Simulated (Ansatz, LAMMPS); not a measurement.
**Relaxing a frame of liquid Na2CO3 from 1140 K (108 atoms)**

Aim: bring a frame of liquid Na2CO3 from 1140 K (108 atoms) to a nearby minimum of the energy and see what moves.

Program: Ansatz 0.2.0. Level of theory: Kohn-Sham DFT, PBE, PAW (set soft_2), plane waves. Results are calculated unless marked as measured.

This is a report of a sequence of runs, with most program output left out.

## 1. The starting structure

The cell holds 108 atoms: 18 C, 54 O and 36 Na. Cell: a = 11.716 Å, b = 11.716 Å, c = 11.716 Å, α = 90.0°, β = 90.0°, γ = 90.0°. 36 Na+, 18 CO3 2- placed at random, at 1.97 g/cm³; overlaps pushed apart, then 10 ps at 1540 K with harmonic planar carbonate ions with charges +1 on C and -1 on O; Joung-Cheatham ions (J. Phys. Chem. B 112, 9020 (2008)); charges of ions scaled by 0.8. Snapshot after 20 ps at 1140 K and fixed volume.

Before any run, some limits are plain. The network of bonds at the start is that of the classical potential that made the cell. The Brillouin zone is sampled at Γ only, in a cell whose shortest periodic width is 12 Å.

## 2. The classical run that made the cell

A classical potential supplies the starting structure, since it reaches far longer times than DFT.

This step: classical MD, harmonic planar carbonate ions with charges +1 on C and -1 on O; Joung-Cheatham ions (J. Phys. Chem. B 112, 9020 (2008)); charges of ions scaled by 0.8 (LAMMPS 22 Jul 2025 - Update 4).

Contents of in.lmp:

```
# liquid Na2CO3
units real
atom_style full
boundary p p p
bond_style harmonic
angle_style harmonic
dihedral_style opls
improper_style harmonic
special_bonds lj 0 0 0.5 coul 0 0 0.75
read_data data.lmp
neigh_modify delay 0 every 1 check yes one 4000
comm_modify cutoff 12.0
timestep 0.5
thermo_style custom step time temp pe press density
thermo_modify norm yes
# push overlapping molecules apart
pair_style soft 2.6
pair_coeff * * 0.0
variable a equal ramp(1,60)
fix ad all adapt 1 pair soft a * * v_a
velocity all create 1540 425168 mom yes dist gaussian
fix lim all nve/limit 0.03
fix lan all langevin 1540 1540 50 425169 zero yes
thermo 1000
run 3000 post no
unfix ad
pair_style lj/cut/coul/long 9.0
pair_modify mix arithmetic tail yes
pair_coeff 1 1 0.0860 3.4000   # C
pair_coeff 2 2 0.1553 3.1660   # O
pair_coeff 3 3 0.3526 2.1595   # Na
kspace_style pppm 1.0e-4
thermo 100
minimize 1e-5 1e-3 300 3000
# [... 15 lines left out ...]
compute msd all msd com yes
thermo 5000
fix md all nvt temp 1140 1140 100
run 20000 post no
print "== T1140: mean square displacement over the hold $(c_msd[4]:%.2f) A^2"
unfix md
uncompute msd
write_dump all custom T1140.dump id type xs ys zs modify sort id
```

Command:

```bash
lmp -in in.lmp -log none -nocite
```

Elapsed: 6.2 s, on 1 thread of AMD EPYC 9R45, shared host; peak memory 0.073 GiB.

The input also reads data.lmp (atoms, bonds and types; not printed here).

## 3. Single point at the start

A single point comes first, to see the forces before anything moves.

Contents of input.yaml:

```yaml
crystal:
  lattice:
    - [11.71575, 0.0, 0.0]
    - [0.0, 11.71575, 0.0]
    - [0.0, 0.0, 11.71575]
  atoms:
    - { symbol: C, position: [0.42172, 0.2334, 0.16586] }
    - { symbol: O, position: [0.4707, 0.15666, 0.09531] }
    - { symbol: O, position: [0.32718, 0.26323, 0.16715] }
    - { symbol: O, position: [0.50898, 0.29971, 0.19287] }
    - { symbol: C, position: [0.66903, 0.98656, 0.04296] }
    - { symbol: O, position: [0.7676, 0.00556, 0.08336] }
    - { symbol: O, position: [0.60253, 0.95731, 0.12078] }
    - { symbol: O, position: [0.64671, 0.0077, 0.93573] }
    - { symbol: C, position: [0.36075, 0.31846, 0.50757] }
    - { symbol: O, position: [0.25962, 0.29527, 0.55096] }
    - { symbol: O, position: [0.37381, 0.4142, 0.4819] }
    - { symbol: O, position: [0.44985, 0.2597, 0.51324] }
    - { symbol: C, position: [0.95561, 0.88911, 0.76452] }
    - { symbol: O, position: [0.87568, 0.95306, 0.75483] }
    - { symbol: O, position: [0.01759, 0.89144, 0.67057] }
    - { symbol: O, position: [0.98033, 0.84051, 0.86649] }
    - { symbol: C, position: [0.10509, 0.44285, 0.17823] }
    - { symbol: O, position: [0.1394, 0.48119, 0.0885] }
    - { symbol: O, position: [0.09034, 0.34336, 0.17907] }
    - { symbol: O, position: [0.12063, 0.48787, 0.27707] }
    - { symbol: C, position: [0.74394, 0.63003, 0.03642] }
    - { symbol: O, position: [0.7391, 0.68896, 0.12812] }
    - { symbol: O, position: [0.84574, 0.60832, 0.98567] }
    - { symbol: O, position: [0.65854, 0.63966, 0.96811] }
    - { symbol: C, position: [0.67273, 0.67378, 0.63782] }
    - { symbol: O, position: [0.68636, 0.60509, 0.55078] }
    - { symbol: O, position: [0.75602, 0.70837, 0.70453] }
    - { symbol: O, position: [0.57913, 0.70412, 0.68116] }
    - { symbol: C, position: [0.42012, 0.96341, 0.67532] }
    - { symbol: O, position: [0.33275, 0.91321, 0.64477] }
    - { symbol: O, position: [0.46385, 0.94253, 0.77416] }
    - { symbol: O, position: [0.45345, 0.05344, 0.63534] }
    - { symbol: C, position: [0.86048, 0.33046, 0.60345] }
    - { symbol: O, position: [0.84452, 0.4429, 0.64841] }
    - { symbol: O, position: [0.82443, 0.23807, 0.65092] }
    - { symbol: O, position: [0.93466, 0.33033, 0.52499] }
    - { symbol: C, position: [0.13547, 0.18252, 0.90107] }
    - { symbol: O, position: [0.24068, 0.17604, 0.89578] }
    - { symbol: O, position: [0.09458, 0.15901, 0.80917] }
    - { symbol: O, position: [0.0675, 0.18195, 0.98864] }
    - { symbol: C, position: [0.94448, 0.70852, 0.31446] }
    - { symbol: O, position: [0.97605, 0.74287, 0.22367] }
    - { symbol: O, position: [0.00175, 0.72639, 0.39812] }
    - { symbol: O, position: [0.85028, 0.68534, 0.33211] }
    - { symbol: C, position: [0.27194, 0.85457, 0.01607] }
    - { symbol: O, position: [0.22517, 0.76668, 0.05169] }
    - { symbol: O, position: [0.36278, 0.83629, 0.96574] }
    - { symbol: O, position: [0.24008, 0.95256, 0.05372] }
    - { symbol: C, position: [0.38409, 0.70329, 0.31853] }
    - { symbol: O, position: [0.40839, 0.79836, 0.27187] }
    - { symbol: O, position: [0.40007, 0.61901, 0.25351] }
    - { symbol: O, position: [0.31199, 0.70305, 0.39529] }
    - { symbol: C, position: [0.69181, 0.95231, 0.41999] }
    - { symbol: O, position: [0.69398, 0.95894, 0.53075] }
    - { symbol: O, position: [0.65641, 0.85769, 0.3752] }
    - { symbol: O, position: [0.75477, 0.02566, 0.37421] }
    - { symbol: C, position: [0.53147, 0.37249, 0.89514] }
    - { symbol: O, position: [0.51252, 0.33386, 0.79709] }
    - { symbol: O, position: [0.63591, 0.39796, 0.93701] }
    - { symbol: O, position: [0.43979, 0.42172, 0.94949] }
    - { symbol: C, position: [0.23765, 0.56558, 0.76152] }
    - { symbol: O, position: [0.27559, 0.57431, 0.85278] }
    - { symbol: O, position: [0.2774, 0.62754, 0.67921] }
    - { symbol: O, position: [0.15393, 0.49934, 0.74605] }
    - { symbol: C, position: [0.70731, 0.35156, 0.28364] }
    - { symbol: O, position: [0.68058, 0.46062, 0.2826] }
    - { symbol: O, position: [0.67436, 0.28516, 0.36348] }
    - { symbol: O, position: [0.74891, 0.31154, 0.18598] }
    - { symbol: C, position: [0.06533, 0.01539, 0.34253] }
    - { symbol: O, position: [0.17459, 0.02561, 0.33286] }
    - { symbol: O, position: [0.02611, 0.09946, 0.29095] }
    - { symbol: O, position: [0.02153, 0.00293, 0.42758] }
    - { symbol: Na, position: [0.64878, 0.00371, 0.73822] }
    - { symbol: Na, position: [0.05858, 0.34441, 0.69523] }
    - { symbol: Na, position: [0.43978, 0.04633, 0.93124] }
    - { symbol: Na, position: [0.87225, 0.81295, 0.54155] }
    - { symbol: Na, position: [0.46704, 0.51438, 0.74248] }
    - { symbol: Na, position: [0.18288, 0.99095, 0.83473] }
    [... 24 atom lines left out ...]
    - { symbol: Na, position: [0.63065, 0.12529, 0.2458] }
    - { symbol: Na, position: [0.90389, 0.05056, 0.59804] }
    - { symbol: Na, position: [0.18418, 0.54928, 0.47985] }
    - { symbol: Na, position: [0.17062, 0.15373, 0.16621] }
    - { symbol: Na, position: [0.50994, 0.76342, 0.07686] }
    - { symbol: Na, position: [0.33745, 0.24127, 0.73518] }
kpoints:
  mp_grid: { grid: [1, 1, 1] }
hamiltonian:
  xc: pbe
scf:
  occupations: { method: gaussian, width: 0.05 }
output:
  forces: true
  stress: true
  populations: intrinsic
  dos:
    method: { smearing: { sigma: 0.1 } }
    de: 0.1
    projected: { site_lists: { C: [C], Na: [Na], O: [O] } }
  eigenvalues: true
```

Command:

```bash
ansatz run input.yaml --threads 4 --pin off --max-ram 8192MiB --backend cpu --events-out ev --progress --plain --runs-dir out
```

Elapsed: 10 s, on 4 threads of AMD EPYC 9R45, shared host; peak memory 2.3 GiB.

The run gave:

- free energy: -88689.4520 eV
- free energy per atom: -821.1986 eV/atom
- SCF cycles: 10
- pressure: 6.32 GPa
- r.m.s. force component: 2.835 eV/Å
- longest force: 16.79 eV/Å
- Fermi energy: 3.898 eV
- gap (highest filled to lowest empty level): 1.358 eV

The r.m.s. force component of 2.8 eV/Å and the pressure of 6.3 GPa set the starting point.

Length of the force by element:

```
element  coordination  atoms  mean length of the force (eV/Å)  spread  least  most
      C           all     18                             5.10    2.91  0.617  13.0
     Na           all     36                            0.671   0.301  0.140  1.75
      O           all     54                             4.86    3.57  0.255  16.8
```

## 4. Relaxation

The atoms are relaxed in the fixed cell, aiming at the force tolerance of the input.

input.yaml, the sections that differ from step 3:

```yaml
output:
  forces: true
relax:
  f_tol: 0.05
  max_steps: 200
# crystal, kpoints, hamiltonian, scf: as in step 3
```

Elapsed: 3.5 min, on 4 threads; peak memory 2.3 GiB; 13 min of CPU time.

Relaxation path (22 of 41):

```csv
step,energy less that of the first step (eV),largest force component (eV/Å)
1,0.0000,13.7497
3,-19.6514,3.3023
5,-24.7835,0.6797
7,-26.4404,0.6631
9,-27.1256,0.3544
11,-27.6182,0.3466
12,-27.8246,0.4282
14,-28.1521,0.2708
16,-28.3025,1.2904
18,-28.6742,0.4331
20,-28.9106,0.2234
22,-28.9527,0.3306
24,-28.9769,0.1114
26,-28.9801,0.0450
28,-28.9875,0.1260
30,-29.0299,0.1063
31,-29.0589,0.1441
33,-29.0884,0.0286
35,-29.0931,0.1361
37,-29.1017,0.3205
39,-29.1334,0.2008
41,-29.1695,0.0285
```

Relaxation steps 22, 25 were tried and not accepted.

The atoms that moved most (Å):

```
atom      dx      dy      dz  length
 O34  -1.182  -1.401   0.280   1.854
Na94  -1.214  -0.597  -1.109   1.750
 O62  -0.589   1.522  -0.289   1.657
Na90  -0.146   1.316  -0.852   1.574
 O54  -1.042   0.547  -0.971   1.525
Na77  -0.711   0.016  -1.300   1.482
 O58  -0.972   0.988   0.114   1.391
 O19  -0.788   0.944  -0.580   1.360
```

The relaxation changed the energy by -270 meV/atom, and atoms moved by 0.89 Å r.m.s., 1.9 Å at most.

## 5. Structure statistics after relaxation

Bonds before and after, by the cutoffs listed below:

| pair | bonds before | bonds after | mean before (Å) | mean after (Å) | spread before (Å) | spread after (Å) |
| --- | --- | --- | --- | --- | --- | --- |
| O-Na | 192 | 189 | 2.578 | 2.483 | 0.224 | 0.160 |
| O-C | 54 | 54 | 1.267 | 1.302 | 0.060 | 0.009 |

Density 1.97 g/cm³, 14.89 Å³ an atom.

g(r), total and by pair (bins of 0.2 Å):

| r (Å) | total | O-O | O-Na | O-C | Na-Na | Na-C | C-C |
| --- | --- | --- | --- | --- | --- | --- | --- |
| 1.20 | 1.69 | 0.00 | 0.00 | 10.10 | 0.00 | 0.00 | 0.00 |
| 1.40 | 1.81 | 0.00 | 0.00 | 10.85 | 0.00 | 0.00 | 0.00 |
| 1.60 | 0.00 | 0.00 | 0.00 | 0.00 | 0.00 | 0.00 | 0.00 |
| 1.80 | 0.00 | 0.00 | 0.00 | 0.00 | 0.00 | 0.00 | 0.00 |
| 2.00 | 0.00 | 0.00 | 0.00 | 0.00 | 0.00 | 0.00 | 0.00 |
| 2.20 | 1.52 | 4.61 | 1.10 | 0.00 | 0.00 | 0.00 | 0.00 |
| 2.40 | 1.92 | 0.00 | 5.75 | 0.00 | 0.00 | 0.00 | 0.00 |
| 2.60 | 0.84 | 0.00 | 2.48 | 0.00 | 0.00 | 0.14 | 0.00 |
| 2.80 | 0.71 | 0.05 | 0.72 | 0.08 | 0.12 | 3.90 | 0.00 |
| 3.00 | 0.58 | 0.05 | 0.29 | 0.00 | 0.86 | 3.40 | 0.00 |
| 3.20 | 0.87 | 0.75 | 0.38 | 0.19 | 2.17 | 2.50 | 0.00 |
| 3.40 | 1.13 | 1.50 | 0.51 | 0.35 | 2.12 | 2.65 | 0.00 |
| 3.60 | 0.98 | 1.32 | 0.69 | 0.56 | 1.29 | 1.70 | 0.00 |
| 3.80 | 0.98 | 1.25 | 0.77 | 1.09 | 1.56 | 0.41 | 0.28 |
| 4.00 | 0.99 | 1.09 | 1.40 | 0.78 | 0.62 | 0.30 | 0.73 |
| 4.20 | 1.28 | 1.10 | 1.46 | 1.92 | 1.06 | 0.38 | 1.54 |
| 4.40 | 0.99 | 1.04 | 0.92 | 1.67 | 0.66 | 0.21 | 1.64 |
| 4.60 | 0.99 | 0.87 | 0.75 | 1.99 | 0.93 | 0.32 | 2.06 |
| 4.80 | 0.96 | 0.92 | 0.86 | 1.40 | 1.11 | 0.30 | 1.86 |
| 5.00 | 0.98 | 0.90 | 0.94 | 1.14 | 1.02 | 0.59 | 2.52 |
| 5.20 | 0.95 | 1.17 | 0.89 | 1.12 | 0.91 | 0.26 | 1.46 |
| 5.40 | 1.08 | 1.29 | 1.11 | 1.07 | 0.64 | 0.88 | 1.48 |
| 5.60 | 1.10 | 1.26 | 0.92 | 1.17 | 1.03 | 1.23 | 1.26 |
| 5.80 | 1.01 | 1.09 | 0.98 | 0.65 | 1.14 | 1.42 | 0.81 |

Bonds by pair of elements; cutoffs follow the first minimum of g(r), held within bounds set by covalent radii, and pairs that aren't listed don't count as bonded:

| pair A-B | cutoff (Å) | bonds | mean length (Å) | spread (Å) | shortest (Å) | B about A | A about B |
| --- | --- | --- | --- | --- | --- | --- | --- |
| O-Na | 3.02 | 189 | 2.48 | 0.16 | 2.19 | 3.5 | 5.25 |
| O-C | 1.73 | 54 | 1.30 | 0.009 | 1.29 | 1 | 3 |

How many atoms have how many bonded neighbours:

```
element  mean   3   4   5  6  7
      C     3  18   0   0  0  0
     Na  5.25   1   5  18  8  4
      O   4.5   3  24  24  3  0
```

Bond angles (no mean is given where the spread exceeds 20°):

```csv
angle,count,mean (°),spread (°)
O-Na-O,417,-,-
Na-O-Na,249,-,-
C-O-Na,189,-,-
O-C-O,54,120,1
```

Bond length by coordination (bonds to H left out):

| element | coordination | atoms | mean bond length (Å) |
| --- | --- | --- | --- |
| Na | 3 | 1 | 2.28 |
| Na | 4 | 5 | 2.39 |
| Na | 5 | 18 | 2.46 |
| Na | 6 | 8 | 2.52 |
| Na | 7 | 4 | 2.58 |
| O | 3 | 3 | 1.97 |
| O | 4 | 24 | 2.16 |
| O | 5 | 24 | 2.27 |
| O | 6 | 3 | 2.38 |

First main peaks of g(r), for some of the pairs, lie near 2.3 Å (O-O), 2.4 Å (O-Na), 1.3 Å (O-C), 3.3 Å (Na-Na) and 2.8 Å (Na-C). Counting bonds as in the table, all C atoms have 3, 50 % of Na atoms have 5 and 44 % of O atoms have 4 and as many 5 bonded neighbours.

(Continued in part 2 of 2.)

[Logs are printed without paths, hosts, clocks, repeated set-up lines and the standing remarks that a program may print on its own settings, such as how far it seeks lower states.]

[Hosts, paths, dates, database ids (printed as entryN), source tags and the programs' standing remarks are cut or masked in the printed files.]
